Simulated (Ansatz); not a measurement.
## Mo wire along [100], 37 atoms a period: bands along the axis

Aim: is the Mo wire along [100], 37 atoms a period a metal or a semiconductor?

Program: Ansatz 0.2.0. Level of theory: DFT PBE, plane waves, PAW; relaxation of a wire's period; PAW set soft_1, in the first sound run; inputs show where later runs differ. Results are calculated unless marked as measured.

## 1. The structure

The cell holds 37 atoms: 37 Mo. Cell: a = 19.440 Å, b = 19.440 Å, c = 3.160 Å, α = 90.0°, β = 90.0°, γ = 90.0°. Vacuum lies along a and b. The structure's axis is c.

## 2. Relaxation of atoms and period

Band widths follow the bond lengths, so the wire is relaxed first. The atoms and the third cell vector are free; the box across stays fixed as vacuum. A Fermi-Dirac smearing is set since the result may be a metal. The pressure printed is a third of the stress's trace over the whole box, vacuum included; only the stress along the axis is relaxed.

input.yaml

```yaml
crystal:
  lattice:
    - [19.44, 0.0, 0.0]
    - [0.0, 19.44, 0.0]
    - [0.0, 0.0, 3.16]
  atoms:
    - { symbol: Mo, position: [0.174897119, 0.33744856, 0.0] }
    - { symbol: Mo, position: [0.174897119, 0.5, 0.0] }
    - { symbol: Mo, position: [0.174897119, 0.66255144, 0.0] }
    - { symbol: Mo, position: [0.33744856, 0.174897119, 0.0] }
    - { symbol: Mo, position: [0.33744856, 0.33744856, 0.0] }
    - { symbol: Mo, position: [0.33744856, 0.5, 0.0] }
    - { symbol: Mo, position: [0.33744856, 0.66255144, 0.0] }
    - { symbol: Mo, position: [0.33744856, 0.825102881, 0.0] }
    - { symbol: Mo, position: [0.5, 0.174897119, 0.0] }
    - { symbol: Mo, position: [0.5, 0.33744856, 0.0] }
    - { symbol: Mo, position: [0.5, 0.5, 0.0] }
    - { symbol: Mo, position: [0.5, 0.66255144, 0.0] }
    - { symbol: Mo, position: [0.5, 0.825102881, 0.0] }
    - { symbol: Mo, position: [0.66255144, 0.174897119, 0.0] }
    - { symbol: Mo, position: [0.66255144, 0.33744856, 0.0] }
    - { symbol: Mo, position: [0.66255144, 0.5, 0.0] }
    - { symbol: Mo, position: [0.66255144, 0.66255144, 0.0] }
    - { symbol: Mo, position: [0.66255144, 0.825102881, 0.0] }
    - { symbol: Mo, position: [0.825102881, 0.33744856, 0.0] }
    - { symbol: Mo, position: [0.825102881, 0.5, 0.0] }
    - { symbol: Mo, position: [0.825102881, 0.66255144, 0.0] }
    - { symbol: Mo, position: [0.25617284, 0.25617284, 0.5] }
    - { symbol: Mo, position: [0.25617284, 0.41872428, 0.5] }
    - { symbol: Mo, position: [0.25617284, 0.58127572, 0.5] }
    - { symbol: Mo, position: [0.25617284, 0.74382716, 0.5] }
    - { symbol: Mo, position: [0.41872428, 0.25617284, 0.5] }
    - { symbol: Mo, position: [0.41872428, 0.41872428, 0.5] }
    - { symbol: Mo, position: [0.41872428, 0.58127572, 0.5] }
    - { symbol: Mo, position: [0.41872428, 0.74382716, 0.5] }
    - { symbol: Mo, position: [0.58127572, 0.25617284, 0.5] }
    - { symbol: Mo, position: [0.58127572, 0.41872428, 0.5] }
    - { symbol: Mo, position: [0.58127572, 0.58127572, 0.5] }
    - { symbol: Mo, position: [0.58127572, 0.74382716, 0.5] }
    - { symbol: Mo, position: [0.74382716, 0.25617284, 0.5] }
    - { symbol: Mo, position: [0.74382716, 0.41872428, 0.5] }
    - { symbol: Mo, position: [0.74382716, 0.58127572, 0.5] }
    - { symbol: Mo, position: [0.74382716, 0.74382716, 0.5] }
kpoints:
  mp_grid: { grid: [1, 1, 26] }
scf:
  occupations: { method: fermi_dirac, width: 0.05 }
hamiltonian:
  xc: pbe
  pseudopotentials: { kind: paw, azcp: { folder: soft_1 } }
relax:
  cell: { fix: [a, b, alpha, beta, gamma] }
  max_steps: 45
  f_tol: 0.03
```

Command:

```
$ ansatz run input.yaml --threads 16 --pin off --max-ram 61440MiB --backend cuda --events-out ev --progress --plain --runs-dir out --max-vram 78GiB
```

Numbers of over 12 decimals in the logs are rounded to 6 here.

Output:

```text
Engine: ansatz 0.2.0, aarch64-unknown-linux-gnu
Pseudopotentials: kind: paw
Pseudopotential: Mo, paw, valence charge 14, recommended cutoff 420 eV (normal), soft_1/Mo.paw.azcp
Functional definition: PBE
  parameter kappa = 0.804
  parameter beta = 0.066725
  exchange = pbe_x(kappa = kappa, mu = beta*pi^2/3)
  correlation = pbe_c(beta = beta)
[...]
Crystal: 37 atoms, lattice volume = 1194.207 Å³
Basis set: ecut = 420 eV, 23371 PW (Γ), exchange–correlation on 270×270×48 points (8 copies of the dense FFT grid, shifted against one another)
Bands: 311, of which v1, the nominal top of the filled ones, is band 259 counted from 1 (258 counted from 0)
Symmetry: 16 space group operations
Space group: P4/mmm (ITA 123), of the structure as read, at distance tolerance 1.1e-4 Å
k-points: 14 of 26
Non-local potential: Mo, projectors of the file, l = 0: 3, l = 1: 2, l = 2: 2, l = 3: 1
PAW form: soft (Blöchl's): semilocal exchange-correlation on the pseudo side does not see the compensation charge
PAW one-centre angular grid: Mo, 590 points (default); XC on 64 Gauss nodes
Initial density: superposition of atomic densities (neutral atoms: chi_scale 0, normalization atom)
Initial wavefunctions: pseudopotential atomic-orbital guess
[...]
Functional: x = pbe(κ = 0.804, μ = 0.219515), c = pbe(β = 0.066725)
SCF iter   1: F=—  HF=-183378.457303 eV  |F-HF|=—  |Δ(HF+E_count)|=         —  Δρ=7.84e-2  dr2=4.66e2  ethr=3.10e-3  ⟨swp⟩=9.4  Hψ=19015  notcnv=0
preconditioner: auto → LDOS  [metal: Δε(μ)=0.004 eV  Ē_g=4.169 eV  σ=0.050 eV  W_gap=0.02  n_scr=274 (ndim 8)  ℏωp=16.0 eV  f_vac=0.390  D(μ)=46.05/eV (n_scr^D=390)  β→1.0]
SCF iter   2: F=—  HF=-183353.960001 eV  |F-HF|=—  |Δ(HF+E_count)|=    2.45e1  Δρ=5.36e-2  dr2=1.18e2  ethr=3.10e-3  ⟨swp⟩=4.5  Hψ=12062  notcnv=0  defer=80
[...]
SCF iter  12: F=-183341.513096 eV  HF=-183341.513096 eV  |F-HF|=2.68e-8  |Δ(HF+E_count)|=   1.23e-7  Δρ=1.98e-6  dr2=7.24e-8  ethr=1.93e-11  ⟨swp⟩=5.4  Hψ=15284  notcnv=0
SCF 1 converged in 12 iterations: F = -183341.513096 eV  dr2 = 7.24e-8
  greatest PAW one-centre occupation: 0.999 electrons in one spin orbital (limit 2), on the Mo atom at site 10 (counted from 0), in its partial waves of l = 0
relax step   1: F+E_penalty+E_count = -183341.51309569 eV  Δ(F+E_penalty+E_count) = +0.000e0 eV  max|allowed force component| = 1.942e0 eV/Å  Δτ_max = 0.0000 Å  P = -6.506 GPa  Ω = 1194.207 Å³  fix = [a, b, alpha, beta, gamma]  reactions: a -6.252, b -6.252 GPa  (12 SCF iters, dr2 threshold 1.00e-7 eV, accepted)
[...]
Crystal: 37 atoms, lattice volume = 1140.777 Å³
Basis set: ecut = 420 eV, 22107 PW (Γ), exchange–correlation on 270×270×48 points (8 copies of the dense FFT grid, shifted against one another)
[...]
iter 1 solved again at ethr=1.60e-3 eV; its pass at ethr=3.10e-3 eV (dr2=8.30e0 eV) is discarded
SCF iter   1: F=—  HF=-183343.763129 eV  |F-HF|=—  |Δ(HF+E_count)|=         —  Δρ=1.83e-2  dr2=8.40e0  ethr=1.60e-3  ⟨swp⟩=2.4  Hψ=26096  notcnv=0
preconditioner: auto → LDOS  [metal: Δε(μ)=0.014 eV  Ē_g=3.924 eV  σ=0.050 eV  W_gap=0.07  n_scr=266 (ndim 8)  ℏωp=16.4 eV  f_vac=0.417  D(μ)=38.02/eV (n_scr^D=274)  β→1.0]
SCF iter   2: F=—  HF=-183343.566689 eV  |F-HF|=—  |Δ(HF+E_count)|=   1.96e-1  Δρ=1.16e-2  dr2=4.51e0  ethr=1.60e-3  ⟨swp⟩=4.6  Hψ=8395  notcnv=0  defer=2
[...]
SCF iter   8: F=-183343.096320 eV  HF=-183343.096321 eV  |F-HF|=7.44e-7  |Δ(HF+E_count)|=   3.60e-6  Δρ=9.73e-6  dr2=2.46e-6  ethr=7.14e-10  ⟨swp⟩=5.5  Hψ=16443  notcnv=0
SCF 2 converged in 8 iterations: F = -183343.096320 eV  dr2 = 2.46e-6
  greatest PAW one-centre occupation: 0.999 electrons in one spin orbital (limit 2), on the Mo atom at site 35 (counted from 0), in its partial waves of l = 0
relax step   2: F+E_penalty+E_count = -183343.09632030 eV  Δ(F+E_penalty+E_count) = -1.583e0 eV  max|allowed force component| = 9.291e-1 eV/Å  Δτ_max = 0.1949 Å  P = +4.057 GPa  Ω = 1140.777 Å³  energy of the carried Pulay correction = +6.377e-3 eV  fix = [a, b, alpha, beta, gamma]  reactions: a +2.236, b +2.236 GPa  (8 SCF iters, dr2 threshold 3.70e-6 eV, accepted)
[...]
Crystal: 37 atoms, lattice volume = 1195.387 Å³
[...]
iter 1 solved again at ethr=2.77e-3 eV; its pass at ethr=3.10e-3 eV (dr2=1.43e1 eV) is discarded
[...]
SCF 3 converged in 8 iterations: F = -183344.025269 eV  dr2 = 2.89e-6
[...]
SCF 4 converged in 8 iterations: F = -183344.280557 eV  dr2 = 7.54e-7
[...]
SCF 5 converged in 7 iterations: F = -183344.290548 eV  dr2 = 9.91e-8
[...]
SCF 6 converged in 6 iterations: F = -183344.291206 eV  dr2 = 3.21e-8
[...]
SCF 7 converged in 5 iterations: F = -183344.289061 eV  dr2 = 3.01e-10
[...]
SCF converged after 5 iterations
[...]
--- Relaxed structure (6 steps of the walk, 6 accepted, 1 SCFs on fresh bases) ---
  F+E_penalty+E_count = -183344.28906069 eV   max|allowed force component| = 1.036e-2 eV/Å   (the final SCF, on the basis selected at the relaxed cell)
  cell:  # Å, volume = 1178.5518 Å³
    - [19.44, 0.0, 0.0]
    - [0.0, 19.44, 0.0]
    - [0.0, 0.0, 3.118575]
  atoms:
    - { symbol: Mo, position: [0.185583, 0.337848, 0.0] }
    - { symbol: Mo, position: [0.182039, 0.5, 0.0] }
    - { symbol: Mo, position: [0.185583, 0.662152, 0.0] }
    - { symbol: Mo, position: [0.337848, 0.185583, 0.0] }
    - { symbol: Mo, position: [0.338160, 0.338160, 0.0] }
    - { symbol: Mo, position: [0.339035, 0.5, 0.0] }
    - { symbol: Mo, position: [0.338160, 0.661840, 0.0] }
    - { symbol: Mo, position: [0.337848, 0.814417, 0.0] }
    - { symbol: Mo, position: [0.5, 0.182039, 0.0] }
    - { symbol: Mo, position: [0.5, 0.339035, 0.0] }
    - { symbol: Mo, position: [0.5, 0.5, 0.0] }
    - { symbol: Mo, position: [0.5, 0.660965, 0.0] }
    - { symbol: Mo, position: [0.5, 0.817961, 0.0] }
    - { symbol: Mo, position: [0.662152, 0.185583, 0.0] }
    - { symbol: Mo, position: [0.661840, 0.338160, 0.0] }
    - { symbol: Mo, position: [0.660965, 0.5, 0.0] }
    - { symbol: Mo, position: [0.661840, 0.661840, 0.0] }
    - { symbol: Mo, position: [0.662152, 0.814417, 0.0] }
    - { symbol: Mo, position: [0.814417, 0.337848, 0.0] }
    - { symbol: Mo, position: [0.817961, 0.5, 0.0] }
    - { symbol: Mo, position: [0.814417, 0.662152, 0.0] }
    - { symbol: Mo, position: [0.259198, 0.259198, 0.5] }
    - { symbol: Mo, position: [0.254618, 0.419798, 0.5] }
    - { symbol: Mo, position: [0.254618, 0.580202, 0.5] }
    - { symbol: Mo, position: [0.259198, 0.740802, 0.5] }
    - { symbol: Mo, position: [0.419798, 0.254618, 0.5] }
    - { symbol: Mo, position: [0.419000, 0.419000, 0.5] }
    - { symbol: Mo, position: [0.419000, 0.581000, 0.5] }
    - { symbol: Mo, position: [0.419798, 0.745382, 0.5] }
    - { symbol: Mo, position: [0.580202, 0.254618, 0.5] }
    - { symbol: Mo, position: [0.581000, 0.419000, 0.5] }
    - { symbol: Mo, position: [0.581000, 0.581000, 0.5] }
    - { symbol: Mo, position: [0.580202, 0.745382, 0.5] }
    - { symbol: Mo, position: [0.740802, 0.259198, 0.5] }
    - { symbol: Mo, position: [0.745382, 0.419798, 0.5] }
    - { symbol: Mo, position: [0.745382, 0.580202, 0.5] }
    - { symbol: Mo, position: [0.740802, 0.740802, 0.5] }
```

Run time: 12 s. Hardware: 1 × NVIDIA GB200 with 16 threads of Arm Neoverse V2, shared host; peak memory 1.6 GiB; 83 s of CPU time.

The steps of the relaxation:

```
step  energy less that of the first step (eV)  largest force component (eV/Å)  pressure (GPa)  volume (Å³)
   1                                   0.0000                          1.9422           -6.51      1194.21
   2                                  -1.5832                          0.9291            4.06      1140.78
   3                                  -2.5122                          0.2621            0.31      1195.39
   4                                  -2.7675                          0.0780           -0.24      1180.79
   5                                  -2.7775                          0.0330           -0.04      1178.69
   6                                  -2.7781                          0.0104           -0.04      1178.55
   7                                  -2.7760                          0.0104           -0.04      1178.55
```

The log counts 1 steps on a newly chosen plane-wave basis, not all of them marked here; energy and pressure can jump at such steps.

Forces are held to the 16 operations that the run works with; a distortion that breaks them can't arise in this run.

```
cell as run  before  after  change
      c (Å)   3.160  3.119  -1.3 %
```

The atoms that moved most (Å, along periodic axes as changes of fractional coordinates times the final cell, across vacuum about the mean position):

```
atom      dx      dy     dz  length
 Mo1   0.208   0.008  0.000   0.208
 Mo4   0.008   0.208  0.000   0.208
Mo14  -0.008   0.208  0.000   0.208
 Mo3   0.208  -0.008  0.000   0.208
 Mo8   0.008  -0.208  0.000   0.208
Mo19  -0.208   0.008  0.000   0.208
Mo21  -0.208  -0.008  0.000   0.208
Mo18  -0.008  -0.208  0.000   0.208
```

Numbers from this step:

```
energy at zero smearing    : -183344.1336 eV
cell length along the wire : 3.119 Å
```

The cell's length comes to 3.119 Å with spin left out.

## 3. The wire at its relaxed period

This step: DFT PBE, plane waves, PAW; bands of a perfect wire; PAW set soft_1 (Ansatz 0.2.0).

At the relaxed period the bands are computed along the axis; those that cross an energy going forward count the channels that a perfect wire would open there.

input.yaml

```yaml
crystal:
  lattice:
    - [19.44, 0.0, 0.0]
    - [0.0, 19.44, 0.0]
    - [0.0, 0.0, 3.1185747863]
  atoms:
    - { symbol: Mo, position: [0.185582898, 0.33784831, 0.0] }
    - { symbol: Mo, position: [0.182039245, 0.5, 0.0] }
    - { symbol: Mo, position: [0.185582898, 0.66215169, 0.0] }
    - { symbol: Mo, position: [0.33784831, 0.185582898, 0.0] }
    - { symbol: Mo, position: [0.338160117, 0.338160117, 0.0] }
    - { symbol: Mo, position: [0.339035137, 0.5, 0.0] }
    - { symbol: Mo, position: [0.338160117, 0.661839883, 0.0] }
    - { symbol: Mo, position: [0.33784831, 0.814417102, 0.0] }
    - { symbol: Mo, position: [0.5, 0.182039245, 0.0] }
    - { symbol: Mo, position: [0.5, 0.339035137, 0.0] }
    - { symbol: Mo, position: [0.5, 0.5, 0.0] }
    - { symbol: Mo, position: [0.5, 0.660964863, 0.0] }
    - { symbol: Mo, position: [0.5, 0.817960755, 0.0] }
    - { symbol: Mo, position: [0.66215169, 0.185582898, 0.0] }
    - { symbol: Mo, position: [0.661839883, 0.338160117, 0.0] }
    - { symbol: Mo, position: [0.660964863, 0.5, 0.0] }
    - { symbol: Mo, position: [0.661839883, 0.661839883, 0.0] }
    - { symbol: Mo, position: [0.66215169, 0.814417102, 0.0] }
    - { symbol: Mo, position: [0.814417102, 0.33784831, 0.0] }
    - { symbol: Mo, position: [0.817960755, 0.5, 0.0] }
    - { symbol: Mo, position: [0.814417102, 0.66215169, 0.0] }
    - { symbol: Mo, position: [0.25919783, 0.25919783, 0.5] }
    - { symbol: Mo, position: [0.254618177, 0.419797833, 0.5] }
    - { symbol: Mo, position: [0.254618177, 0.580202167, 0.5] }
    - { symbol: Mo, position: [0.25919783, 0.74080217, 0.5] }
    - { symbol: Mo, position: [0.419797833, 0.254618177, 0.5] }
    - { symbol: Mo, position: [0.418999615, 0.418999615, 0.5] }
    - { symbol: Mo, position: [0.418999615, 0.581000385, 0.5] }
    - { symbol: Mo, position: [0.419797833, 0.745381823, 0.5] }
    - { symbol: Mo, position: [0.580202167, 0.254618177, 0.5] }
    - { symbol: Mo, position: [0.581000385, 0.418999615, 0.5] }
    - { symbol: Mo, position: [0.581000385, 0.581000385, 0.5] }
    - { symbol: Mo, position: [0.580202167, 0.745381823, 0.5] }
    - { symbol: Mo, position: [0.74080217, 0.25919783, 0.5] }
    - { symbol: Mo, position: [0.745381823, 0.419797833, 0.5] }
    - { symbol: Mo, position: [0.745381823, 0.580202167, 0.5] }
    - { symbol: Mo, position: [0.74080217, 0.74080217, 0.5] }
kpoints:
  mp_grid: { grid: [1, 1, 26] }
  band_path: { path: ["Γ", Z], npoints: 90 }
scf:
  occupations: { method: fermi_dirac, width: 0.05 }
hamiltonian:
  xc: pbe
  pseudopotentials: { kind: paw, azcp: { folder: soft_1 } }
output:
  dos: { e_range: [-5, 4] }
  write_potential: true
  write_density: true
  volumetric_format: npy
```

Output:

```text
[...]
Crystal: 37 atoms, lattice volume = 1178.552 Å³
Basis set: ecut = 420 eV, 22971 PW (Γ)
Bands: 311, of which v1, the nominal top of the filled ones, is band 259 counted from 1 (258 counted from 0)
[... 1 set-up line as in the run before ...]
[...]
k-points: 14 of 26
[...]
SCF iter   1: F=—  HF=-183378.413691 eV  |F-HF|=—  |Δ(HF+E_count)|=         —  Δρ=7.46e-2  dr2=3.37e2  ethr=3.10e-3  ⟨swp⟩=10.5  Hψ=20655  notcnv=0
[...]
SCF iter   6: F=—  HF=-183344.288147 eV  |F-HF|=—  |Δ(HF+E_count)|=   3.21e-3  Δρ=4.73e-4  dr2=8.03e-3  ethr=1.23e-5  ⟨swp⟩=2.8  Hψ=6805  notcnv=0  defer=107
[...]
SCF iter  10: F=—  HF=-183344.289478 eV  |F-HF|=—  |Δ(HF+E_count)|=   3.01e-3  Δρ=9.86e-6  dr2=2.25e-6  ethr=4.37e-9  ⟨swp⟩=2.9  Hψ=6723  notcnv=0  defer=107
[...]
SCF iter  12: F=-183344.289479 eV  HF=-183344.289479 eV  |F-HF|=2.56e-9  |Δ(HF+E_count)|=   2.05e-7  Δρ=1.59e-6  dr2=6.23e-8  ethr=1.93e-11  ⟨swp⟩=13.6  Hψ=15181  notcnv=0
SCF 1 converged in 12 iterations: F = -183344.289479 eV  dr2 = 6.23e-8
[...]
NSCF: frozen V_eff on 91 k-points
[...]
SCF converged after 12 iterations
[...]
```

The job ended after 13 s (1 × NVIDIA GB200 with 16 threads; peak memory 2.9 GiB; 2.2 min of CPU time).

Reading the cycles: dr2 is the Hartree energy of the density residual (eV), the measure of convergence; HF is the Harris–Foulkes estimate of the energy, which meets the free energy F at convergence.

This step gave:

| Quantity | Value |
| --- | --- |
| energy at zero smearing | -183344.1340 eV |
| band gap | 0 eV |

Electronic bands along the path, in eV, zero at the Fermi level; # counts the bands kept:

```
  point    #31    #32    #33    #34    #35   #36   #37   #38
      Γ  -0.25  -0.17  -0.06  -0.02  -0.02  0.18  0.18  0.18
halfway  -0.31  -0.30  -0.10  -0.10   0.08  0.09  0.09  0.15
      Z   0.38   0.38   0.44   0.44   0.45  0.58  0.75  0.86
```

Between Γ and Z the bands cross the Fermi level 23 times, so a perfect wire would conduct at least 23 G₀, with spin left out.

## 4. What came out

```json
{
  "cell length, PBE": "3.119 Å",
  "ballistic conductance by band crossings, a lower bound, PBE": "23 G₀"
}
```

**Reading.** Under PBE the cell's length is 3.12 Å, and the bands cross the Fermi level 23 times between Γ and Z, which gives a perfect wire at least 23 G₀ (opposite crossings within one step of the path cancel in such a count). No spin was allowed, though thin wires with open d shells can turn magnetic.

[Logs are printed without paths, hosts, clocks, repeated set-up lines and the standing remarks that a program may print on its own settings, such as how far it seeks lower states.]

[Hosts, paths, dates, database ids (printed as entryN), source tags and the programs' standing remarks are cut or masked in the printed files.]
